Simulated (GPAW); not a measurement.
# Core-hole calculation of the Se K edge in CuSe (P4/nmm), part 2 of 2

Aim: the dependence of the Se K near-edge features of CuSe (P4/nmm) on volume.

GPAW 26.7.0; X-ray absorption from dipole matrix elements to empty bands, plane-wave PAW LDA.

So far. Step 8 (Spectrum with XCH, Se atom 1): The scaled spectrum changes by 5 % r.m.s. The highest intensity below 24 eV stays at 5.0 eV.

### 10. Spectrum with XCH, Se atom 1

Changed against the first core-hole run: volume scale from 1 to 1.06.

File xas.py:

```python
import numpy as np
from ase import Atoms
from ase.parallel import parprint, paropen
from gpaw import GPAW, PW, FermiDirac, Mixer, MixerDif, setup_paths
from gpaw.test import gen
setup_paths.insert(0, '.')
gen('Se', name='fch1s', xcname='LDA', corehole=(1, 0, 1), write_xml=True)
from gpaw.mpi import world
world.barrier()

atoms = Atoms('Se8Cu8',
    cell=[[0, 7.69722023, 0],
     [-7.69722023, 0, 0],
     [3.84861012, 3.84861012, 5.54500412]],
    scaled_positions=[[0.11149821, 0.13850179, 0.27700358],
     [0.11149821, 0.63850179, 0.27700358],
     [0.61149821, 0.13850179, 0.27700358],
     [0.61149821, 0.63850179, 0.27700358],
     [0.63850179, 0.11149821, 0.72299642],
     [0.63850179, 0.61149821, 0.72299642],
     [0.13850179, 0.11149821, 0.72299642],
     [0.13850179, 0.61149821, 0.72299642],
     [0.25, 0.75, 0],
     [0.25, 0.25, 0],
     [0.75, 0.75, 0],
     [0.75, 0.25, 0],
     [0, 0, 0],
     [0, 0.5, 0],
     [0.5, 0, 0],
     [0.5, 0.5, 0]],
    pbc=True)
atoms.calc = calc = GPAW(legacy_gpaw=True, mode=PW(430, force_complex_dtype=True), xc='LDA', setups={0: 'fch1s'},
    kpts={'size': (3, 3, 3), 'gamma': True}, occupations=FermiDirac(0.1),
    charge=-1, mixer=Mixer(0.1, 5, 50), maxiter=150,
    convergence={'density': 0.0001, 'eigenstates': 1e-6}, txt='scf.txt')
energy = atoms.get_potential_energy() + calc.get_reference_energy()
ef = calc.get_fermi_level()
out = dict(energy=energy, fermi=ef, forces=atoms.get_forces().tolist())
parprint(f'all-electron energy {energy:.4f} eV, Fermi level {ef:.4f} eV')
ev = np.array([[calc.get_eigenvalues(k, s) for k in range(len(calc.get_ibz_k_points()))] for s in range(calc.get_number_of_spins())])
out['homo'], out['lumo'], out['counts'] = ev[ev < ef].max(), ev[ev > ef].min(), sorted(set((ev < ef).sum((0, 2)).tolist()))
out['filled'] = (ev[:, 0] < ef).sum(1).tolist()

from ase.units import Ha
from gpaw.xas import dipole_matrix_elements
nb = int(calc.get_number_of_electrons() / 2) + 198
top, nb = nb, nb + 8 + nb // 12
nscf = calc.fixed_density(kpts={'size': (3, 3, 3), 'gamma': True}, nbands=nb,
    convergence={'bands': top, 'eigenstates': 5e-3}, maxiter=60, txt='nscf.txt')
cell = atoms.cell.array
ops = [cell.T @ U.T @ np.linalg.inv(cell.T) for U in nscf.wfs.kd.symmetry.op_scc]
E = np.arange(-6, 34, 0.1)
fwhm = np.interp(E, [4, 25], [2.33, 3.5])
Y, X, zero, highest = 0, 0, 1e9, 1e9
for spin in range(nscf.get_number_of_spins()):
    wfs = nscf.wfs
    mine = wfs.bd.get_slice()  # this rank's bands
    A = dipole_matrix_elements(wfs.setups[0])
    eps = np.zeros((wfs.kd.nibzkpts, nb))
    d = np.zeros((3, A.shape[1], wfs.kd.nibzkpts, nb), complex)
    for kpt in wfs.kpt_u:
        if kpt.s == spin and 0 in kpt.P_ani:
            eps[kpt.k, mine] = kpt.eps_n * Ha
            d[:, :, kpt.k, mine] = (kpt.weight * wfs.nspins / 2) ** 0.5 * np.inner(A, kpt.P_ani[0])
    world.sum(eps)
    world.sum(d)
    T = np.einsum('amkn,bmkn->abkn', d, d.conj()).real
    T = sum(np.einsum('ai,ijkn,bj->abkn', R, T, R) for R in ops) / len(ops)
    empty = eps > ef
    zero, highest = min(zero, eps[empty].min()), min(highest, eps[:, top - 1].min())
    lines = [(eps, T, empty)] if spin == 0 else lines + [(eps, T, empty)]
for eps, T, empty in lines:
    f = np.einsum('aakn->akn', T).reshape(3, -1)
    x = eps.ravel() - zero
    w = np.interp(x, E, fwhm) / 2.35482
    g = np.exp(-0.5 * ((E[:, None] - x) / w) ** 2) / (w * (2 * np.pi) ** 0.5)
    Y = Y + (f * empty.ravel()) @ g.T
    X = X + (f * ~empty.ravel()) @ g.T
out.update(E=E.round(2).tolist(), xas=Y.tolist(), xes=X.tolist(), zero=zero, valid=highest - zero, nk=len(eps), nb=nb)
for i in range(0, len(E), 10):
    parprint(f'{E[i]:7.2f}', *(f'{v:10.3e}' for v in Y[:, i]))
import json
with paropen('out.json', 'w') as f:
    json.dump(out, f)
```

Command:

```sh
> OMP_NUM_THREADS=1 mpirun -n 4 gpaw python xas.py
```

Elapsed: 4.3 min, on 4 MPI ranks of Arm Neoverse V2, shared host; peak memory 0.63 GiB; 17 min of CPU time.

```
E (eV)  first run  this run
  -2.0       0.02      0.02
  -1.0       0.15      0.15
   0.0       0.36      0.35
   1.0       0.35      0.33
   2.0       0.27      0.31
   3.0       0.65      0.80
   4.0       1.44      1.58
   5.0       1.80      1.75
   6.0       1.39      1.24
   7.0       0.94      0.89
   8.0       0.97      1.00
   9.0       1.24      1.25
  10.0       1.33      1.30
  11.0       1.22      1.20
  12.0       1.11      1.09
  13.0       1.03      0.96
  14.0       0.92      0.82
  15.0       0.80      0.73
  16.0       0.73      0.74
  17.0       0.79      0.90
  18.0       0.99      1.11
  19.0       1.18      1.18
  20.0       1.17      1.02
  21.0       0.95      0.79
  22.0       0.74      0.73
  23.0       0.74      0.85
  24.0       0.88      0.99
  25.0       1.00      1.00
  26.0       0.98      0.90
  27.0       0.87      0.82
  28.0       0.80      0.87
  29.0       0.86      1.02
  30.0       1.02      1.16
  31.0       1.18      1.18
  32.0       1.22      1.06
```

The scaled spectrum changes by 9 % r.m.s. The highest intensity below 24 eV goes from 5.0 eV (1.80) to 4.6 eV (1.79).

The photon energy of the zero moves by -0.11 eV.

### 11. The volumes side by side

```
volume  nearest distance (Å)  shift of the zero (eV)  maximum 1 (eV above own zero)  maximum 2 (eV above own zero)  maximum 3 (eV above own zero)  maximum 4 (eV above own zero)
  0.91                 2.340                   +0.18                            5.2                           10.0                           20.6                           26.6
  0.97                 2.390                   +0.06                            5.0                            9.8                           19.8                           25.8
     1                 2.415                   +0.00                            5.0                            9.8                           19.4                           25.4
  1.06                 2.462                   -0.11                            4.6                            9.6                           18.8                           24.6
```

The curves, each shifted by its zero's change so that they share one photon-energy axis, counted from the zero at V × 1:

```
E (eV)  V × 0.91  V × 0.97  V × 1  V × 1.06
  -2.0      0.01      0.02   0.02      0.03
  -1.0      0.11      0.14   0.15      0.17
   0.0      0.35      0.36   0.36      0.36
   1.0      0.42      0.37   0.35      0.32
   2.0      0.26      0.26   0.27      0.33
   3.0      0.38      0.55   0.65      0.89
   4.0      1.03      1.31   1.44      1.64
   5.0      1.72      1.80   1.80      1.71
   6.0      1.71      1.50   1.39      1.19
   7.0      1.18      1.00   0.94      0.89
   8.0      0.93      0.95   0.97      1.03
   9.0      1.15      1.22   1.24      1.27
  10.0      1.37      1.34   1.33      1.30
  11.0      1.30      1.24   1.22      1.19
  12.0      1.14      1.12   1.11      1.08
  13.0      1.08      1.06   1.03      0.95
  14.0      1.06      0.97   0.92      0.81
  15.0      0.99      0.86   0.80      0.72
  16.0      0.87      0.76   0.73      0.75
  17.0      0.77      0.75   0.79      0.92
  18.0      0.77      0.90   0.99      1.13
  19.0      0.93      1.13   1.18      1.18
  20.0      1.17      1.22   1.17      0.99
  21.0      1.25      1.07   0.95      0.78
  22.0      1.07      0.81   0.74      0.74
  23.0      0.80      0.71   0.74      0.87
  24.0      0.70      0.81   0.88      0.99
  25.0      0.81      0.96   1.00      0.99
  26.0      0.97      1.01   0.98      0.88
  27.0      1.03      0.93   0.87      0.82
  28.0      0.94      0.81   0.80      0.89
  29.0      0.81      0.80   0.86      1.04
  30.0      0.77      0.92   1.02      1.17
  31.0      0.86      1.10   1.18      1.18
  32.0      1.05      1.23   1.22      1.04
```

### 12. Summary of results

```json
{
 "absorber and edge": "Se K, atom 1 of the ground-state input (counted from 1)",
 "surroundings": "4 Cu at 2.41 Å (4-fold, site symmetry 4mm)",
 "highest intensity below 24 eV": "5.0 eV above the zero, height 1.80"
}
```

What this shows: From V × 0.91 to V × 1.06 the nearest distance grows by 0.122 Å and the zero moves by -0.30 eV. Above their own zero, the maxima move from 5.2 to 4.6 eV, from 10.0 to 9.6 eV, from 20.6 to 18.8 eV and from 26.6 to 24.6 eV. The Se K edge of atom 1, with 4 Cu at 2.41 Å (4-fold, site symmetry 4mm), has its highest intensity of the first 24 eV at 5.0 eV above the zero, 1.8 times the mean level of the first 20 eV (Gaussian full width 2.33 eV up to 4 eV, rising linearly to 3.5 eV at 25 eV). At the Se K edge of atom 1 polarisation matters most near 3.6 eV, where the curves differ by 0.8 on this scale. The script folds with a Gaussian, whereas the core hole's own line is a Lorentzian, so the onset is too steep and the first peak too high. The unit cell's mesh shows no gap over 0.35 eV. That is right for a metallic compound; for a small-gap or correlated insulator it would be the fault of the functional or of the assumed magnetic order, and the hole would be screened too well. The mesh is coarse (0.39 Å⁻¹ between points), so small maxima may be mesh ripples. Lifetime broadening is put in by hand, and intensities beyond about 20 eV depend on it and on the partial waves; weight that the partial waves miss at high energy is lost. The structure is a computed Materials Project entry and may be a hypothetical form.

[Logs are printed without paths, hosts, clocks, repeated set-up lines and the standing remarks that a program may print on its own settings, such as how far it seeks lower states.]

[Hosts, paths, dates, database ids (printed as entryN), source tags and the programs' standing remarks are cut or masked in the printed files.]

[Lists of maxima count a maximum above −3 eV only where it reaches 4 % of the highest in the window and stands out from its surroundings by 2 % of it (1.5 % where it reaches 55 %); shoulders and weaker maxima are passed over, and of the rest the first, up to two pre-edge ones and the few strongest are named.]
